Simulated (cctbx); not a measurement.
## Diagnosing a refinement

Cell a = 4.1480 Å, b = 4.1480 Å, c = 17.6660 Å, α = 90.00°, β = 90.00°, γ = 120.00°; space group P-3m1 (no. 164). The compound is Pr4Ni2As2P3.

The data are simulated with cctbx, not measured: Mo Kα, λ = 0.71073 Å, to d = 0.75 Å, 50 % of the full sphere, strongest reflection 70000 counts, noise from counting, a 6 % proportional error and a noise floor of 15 counts (s.d.); no absorption, and some extinction, which the refinements don't model.

An anisotropic refinement with weights 1/σ² prints:

```text
Rint 0.046, 312 unique reflections to 0.75 A
cycle     R1     wR2    GooF  max shift (A)
   1  0.0972  0.2400   5.923   0.00791
   3  0.0982  0.2258   5.572   0.00005
final R1 0.0982 wR2 0.2258 GooF 5.572  parameters 15  data/parameter 20.8
atom        x        y        z      Ueq    occ   su(xyz)  su(Uiso or U11)
Pr1    0.00000  0.00000  0.30295   0.0177  1.000  0.00012  0.0009
Pr2    0.33333  0.66667  0.10224   0.0202  1.000  0.00012  0.0009
As1    0.33333  0.66667  0.41137   0.0296  1.000  0.00030  0.0016
Ni1    0.33333  0.66667  0.54819   0.0224  1.000  0.00031  0.0016
P1     0.33333  0.66667  0.79540   0.0448  1.000  0.00094  0.0061
difference map: max 38.69 min -1.84 rms 1.15
Q1    0.0000  0.0000  0.0000    1   38.69  3.00 A from Pr2
Q2    0.3333  0.6667  0.1025    2   13.28  0.00 A from Pr2
Q3    0.3333  0.6667  0.7987    2   11.35  0.06 A from P1
Q4    0.0000  0.0000  0.3046    2   11.22  0.03 A from Pr1
Q5    0.3333  0.6667  0.4071    2    9.51  0.08 A from As1
Q6    0.3333  0.6667  0.5577    2    1.99  0.17 A from Ni1
```

**Question.** Can this result stand? If not, what is the likely fault?

Mend it. The fault: an atom left out, P at (0, 0, 0). Against the right model at the same level, R1 goes from 0.0172 to 0.0982 and GooF from 0.91 to 5.57 and the top difference peak, 38.7 e/Å³, lies 3.00 Å from Pr2. Q1 is the missing atom. With scattering power missing, scale and phases suffer, so peaks may also grow on the heavy atoms.

The compound is Pr4Ni2As2P3. The right model at the same level gives:

```text
Rint 0.046, 312 unique reflections to 0.75 A
cycle     R1     wR2    GooF  max shift (A)
   1  0.0175  0.0370   0.917   0.00060
   2  0.0172  0.0366   0.907   0.00000
final R1 0.0172 wR2 0.0366 GooF 0.907  parameters 17  data/parameter 18.4
atom        x        y        z      Ueq    occ   su(xyz)  su(Uiso or U11)
Pr1    0.00000  0.00000  0.30303   0.0191  1.000  0.00002  0.0001
Pr2    0.33333  0.66667  0.10222   0.0212  1.000  0.00002  0.0001
As1    0.33333  0.66667  0.41113   0.0288  1.000  0.00005  0.0002
Ni1    0.33333  0.66667  0.54833   0.0258  1.000  0.00005  0.0003
P1     0.00000  0.00000  0.00000   0.0338  1.000  0.00000  0.0009
P2     0.33333  0.66667  0.79593   0.0297  1.000  0.00010  0.0006
difference map: max 0.76 min -1.15 rms 0.21
Q1    0.1767  0.3534  0.4148    6    0.77  1.13 A from As1
Q2    0.2072  0.4144  0.8210    6    0.76  1.01 A from P2
Q3    0.2063  0.4126  0.7212    6    0.67  1.54 A from Pr1
Q4    0.0911  0.5455  0.4013    6    0.66  0.89 A from As1
Q5    0.0674  0.5337  0.7781    6    0.65  1.01 A from P2
Q6    0.1447  0.2894  0.3697    6    0.62  1.54 A from As1
```

This is a model crystal, built by substitution and not relaxed, with assumed displacement parameters.

[Middle refinement cycles are left out of these outputs.]

[Logs are printed without paths, hosts, clocks, repeated set-up lines and the standing remarks that a program may print on its own settings, such as how far it seeks lower states.]
